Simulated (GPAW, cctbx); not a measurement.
# Bonding in TlB2 as X-rays see it

Aim: compute the bonding part of the density of TlB2, find which reflections carry it, and see how it biases an ordinary refinement.

The start was made by putting kin elements into a known structure type; the compound need not exist, or be stable, in this form. All numbers below are calculated.

### 1. Find the equilibrium geometry

The density hangs on the geometry, so cell and atoms are relaxed first, with the symmetry held. The cutoff is set higher than for the density because stress converges slowly with plane waves.

Settings: GPAW 26.7.0, PBE, 670 eV, 5×6×6 k-points (along the axes of the calculation cell), Fermi–Dirac width 0.1 eV, BFGS to 0.03 eV/Å.

```text
cell
1.0
     0.000000000    0.000000000    3.578000000
     3.700000000    0.000000000    0.000000000
    -1.850000000    3.204293994    0.000000000
Tl B
1 2
Direct
0.000000000 0.000000000 0.000000000
0.500000000 0.666666667 0.333333333
0.500000000 0.333333333 0.666666667
```

```console
$ OMP_NUM_THREADS=1 mpirun -n 4 gpaw python run.py > gpaw.log
```

```text
BFGS:    0      -11.814167        2.087481
BFGS:    1      -11.973384        1.978879
BFGS:    2      -12.685982        1.613712
BFGS:    3      -13.163558        1.187535
...
BFGS:    9      -13.745424        0.143851
BFGS:   10      -13.750995        0.044150
BFGS:   11      -13.751265        0.009826
cell  4.9162 3.1252 3.1252  120.00 90.00 90.00
volume 41.583 A^3, largest force 0.000 eV/A, largest stress 0.11 GPa
```

The cell moved far, while the k-mesh and basis were chosen for the start, so the final shape may be somewhat biased.

After 11 steps the volume has changed by -2.0 % and the energy by -1.937 eV; the largest stress left is 0.11 GPa. It took 35 s on 4 cores of Intel(R) Xeon(R) Platinum 8488C (Sapphire Rapids) (shared host), peak memory 0.82 GiB.

Relaxed structure: P6/mmm (no. 191), a = 3.1252 Å, b = 3.1252 Å, c = 4.9162 Å, α = 90.00°, β = 90.00°, γ = 120.00°.

```
atom  mult.    x    y    z
 Tl1      1    0    0    0
  B1      2  2/3  1/3  1/2
```

### 2. Density and charge transfer

X-rays see the whole electron density, so the PAW density is rebuilt with its core regions. Subtracting spherical free atoms from the same code cancels the cores and leaves the deformation density Δρ, the part due to bonding.

Settings: PBE, 550 eV, 9×9×5 k-points (along the axes of the calculation cell), Fermi–Dirac width 0.1 eV; primitive cell of 3 atoms.

```console
$ OMP_NUM_THREADS=1 mpirun -n 4 gpaw python run.py > gpaw.log
```

```text
|iter:   1|       0s |  -15.961070 | -0.00 |       |
|iter:   2|       0s |  -15.323808 | -1.97 | -0.93 |
|iter:   3|       0s |  -13.833879 | -1.00 | -0.98 |
...
|iter:   7|       2s |  -13.725452c| -5.41 | -3.19 |
|iter:   8|       2s |  -13.725418c| -6.24 | -3.67 |
|iter:   9|       2s |  -13.725418c| -7.46c| -4.60c|
```

```text
grid (36, 36, 54)  electrons 91.000  moved by bonding 0.563 e
deformation density beyond 0.5 A of the nuclei: max 0.265, min -0.182 e/A^3
atom        x       y       z   Voronoi charge  moment
Tl1    0.0000  0.0000  0.0000      0.209       0.00
B 2    0.6667  0.3333  0.5000     -0.105       0.00
B 3    0.3333  0.6667  0.5000     -0.105       0.00
mean inner potential of superposed free atoms 21.110 V
total magnetic moment 0.000 muB
```

Deformation density in a plane through the shortest contact of the B atom at the origin, in 0.01 e/Å³ (clipped at ±99); x from -1.6 to 3.4 Å, y from 2.4 down to -2.4 Å:

```text
  1   2  11  24  24  10   2   3   3   2  10  24  24  11   2   1
 11   7   .  22  16   6   0  -2  -2   0   6  16  22   .   7  11
 25   .   .   .   4   1  -2  -3  -3  -2   1   5   .   .   .  25
 14   9   .  21  13   5  -1  -3  -3  -1   5  13  21   .   9  14
  2   2  12  25  23  10   1   1   1   1  10  23  25  12   2   2
 -2   0   6  15  22   .   8  13  13   8   .  22  15   6   0  -2
 -3  -2   1   5   .   .   .  25  25   .   .   .   5   1  -2  -3
 -2   0   6  15  22   .   8  13  13   8   .  22  15   6   0  -2
  2   2  12  25  23  10   1   1   1   1  10  23  25  12   2   2
 14   9   .  21  13   5  -1  -3  -3  -1   5  13  21   .   9  14
 25   .   .   .   5   1  -2  -3  -3  -2   1   4   .   .   .  25
 11   7   .  22  16   6   0  -2  -2   0   6  16  22   .   7  11
  1   2  11  24  24  10   2   3   3   2  10  24  24  11   2   1
```

Atoms in or within 0.15 Å of the plane: B (2.7, -1.6), B (2.7, 1.6), B (0.0, 0.0), B (1.8, 0.0), B (-0.9, -1.6), B (-0.9, 1.6) Å. Dots mark points within about 0.45 Å of a nucleus; large values next to them are atomic features.

B gains most (-0.10 e) and Tl loses most (+0.21 e), as electronegativity suggests. Such charges fall far short of formal ones, since overlapping free atoms already put density on their neighbours. Along the shortest contact from the B atom at the map's origin, B–B at 1.80 Å, Δρ is +0.27 e/Å³ at the midpoint: a bond charge, the mark of covalency. At the midpoints of other shortest contacts it is -0.01 (Tl–B, 3.05 Å) and +0.01 (Tl–Tl, 3.12 Å) e/Å³. Point values carry grid noise of about 0.01 e/Å³. The run needed 9 iterations, 7.7 s.

### 3. From the density to structure factors

The Fourier components of Δρ, added to those of the free atoms, give the static X-ray structure factors; the Mott–Bethe relation turns them into the Fourier components V of the potential that fast electrons feel.

```text
static structure factors of the conventional cell: F in electrons, V (Mott-Bethe) in volts
   h  k  l      d  |F| table  |F| free   |F| DFT   change   |V| free  |V| DFT  change %
   0  0  1  4.9162    68.580    68.564    68.145   -0.419     6.489    7.606     17.2
   1  0  0  2.7065    67.214    67.183    67.001   -0.182     7.119    7.266      2.1
   0  0  2  2.4581    73.883    73.871    74.369    0.498    11.408   11.077     -2.9
   1  0  1  2.3710    70.536    70.515    70.590    0.076     9.595    9.548     -0.5
   1  0  2  1.8196    60.767    60.726    60.614   -0.112     5.575    5.615      0.7
   0  0  3  1.6387    56.675    56.629    56.257   -0.372     4.254    4.364      2.6
   1  1  0  1.5626    63.295    63.270    63.074   -0.196     7.463    7.516      0.7
   1  1  1  1.4892    54.694    54.651    54.825    0.173     3.996    3.954     -1.1
   1  0  3  1.4018    58.704    58.672    58.805    0.133     5.919    5.890     -0.5
   2  0  0  1.3533    54.316    54.280    54.531    0.251     4.384    4.334     -1.2
   1  1  2  1.3187    58.868    58.836    58.831   -0.005     6.165    6.166      0.0
   2  0  1  1.3047    56.869    56.837    56.690   -0.147     5.472    5.500      0.5
   0  0  4  1.2290    56.981    56.948    57.229    0.280     5.670    5.623     -0.8
   2  0  2  1.1855    51.082    51.055    51.170    0.115     3.864    3.846     -0.5
```

The largest X-ray change is +0.50 e on 002, 0.7 % of |F|. For electrons V goes as (Z − F)/g², so a change of F counts against Z − F, which is small at low angle and wherever the atoms' terms cancel: |V| of 001 moves by +17.2 % (6.49 to 7.61 V) against -0.6 % in |F|. The last three rows still change by up to 0.28 e, so the effect has not died out in this range. The tabulated Hartree–Fock atoms differ from the free DFT atoms by up to 0.05 e, so the choice of reference atom matters too.

### 4. Which functional?

The same geometry is run with other functionals, to see whether the bonding signal is larger than the spread between approximations. Free atoms are LDA for LDA and PBE otherwise. Any other changed setting is in the row's label.

```csv
run,ΔF 002 (e),ΔF 001 (e),ΔF 003 (e),q(B) (e),moved (e),time
PBE,+0.498,-0.419,-0.372,-0.105,0.563,7.7 s
LDA,+0.502,-0.419,-0.381,-0.101,0.559,6.9 s
revPBE,+0.498,-0.420,-0.364,-0.107,0.565,7.8 s
```

At the base's settings ΔF(002) spans +0.498 to +0.502 e, a spread of 1 % of the PBE value; over the three listed reflections the spread is at most 5 %, so sign and size hold across the functionals. Times are from shared hosts.

### 5. Refining ordinary atoms against data with bonding

Routine crystallography fits spherical atoms. To see the bias, intensities are simulated from tabulated atoms plus the DFT change ΔF, so that bonding alone can misfit (1410 reflections of the full sphere, merged to the counts below, to 0.5 Å, 0.5 % proportional noise plus counting noise, assumed isotropic U as listed, Δρ smeared by the mean U) and refined with cctbx over different ranges.

```csv
range,data,R1,GooF,U Tl1 (true 0.0065),U B1 (true 0.0154),largest shift (Å),"Δρ max, min (e/Å³)"
all data,102,0.0020,1.17,0.0065,0.0156,0.0000,"0.21, -0.21"
"low resolution, d > 0.84",28,0.0026,1.59,0.0064,0.0157,0.0000,"0.20, -0.10"
"high order, d < 0.75",65,0.0016,0.97,0.0065,0.0156,0.0000,"0.18, -0.13"
"occupancies free, d > 0.7",46,0.0021,1.33,0.0065,0.0168,0.0000,"0.16, -0.20"
```

With all data GooF is 1.17, diluted by the many high-angle data; the misfit shows at low resolution; the top residual peak, near noise level, lies 0.90 Å from B and 0.90 Å from B, between them. No U is off by more than 3 s.u. at low resolution. Symmetry fixes every coordinate, so the shifts are zero by construction. With Tl1 held at 1 and the scale free, the other occupancies refine to B1 1.030(0.014), within three s.u. of full.

### 6. Answer

Bonding moves 0.56 e in the primitive cell of TlB2 and changes the structure factors of the conventional cell in the table above by at most 0.50 e (002, 0.7 %). The shortest bond, B–B, has Δρ = +0.27 e/Å³ at its midpoint, a covalent bond charge. At the base's settings ΔF(002) spans +0.498 to +0.502 e, a spread of 1 % of the PBE value; over the three listed reflections the spread is at most 5 %, so sign and size hold across the functionals. With all data GooF is 1.17, diluted by the many high-angle data. Limits: static density, frozen cores, no spin–orbit coupling.

[Outputs are excerpts: Python notices, other lines and further rows are left out; steps that failed or that the build refused (PBEsol, TPSS) are not shown.]

[Logs are printed without paths, hosts, clocks, repeated set-up lines and the standing remarks that a program may print on its own settings, such as how far it seeks lower states.]
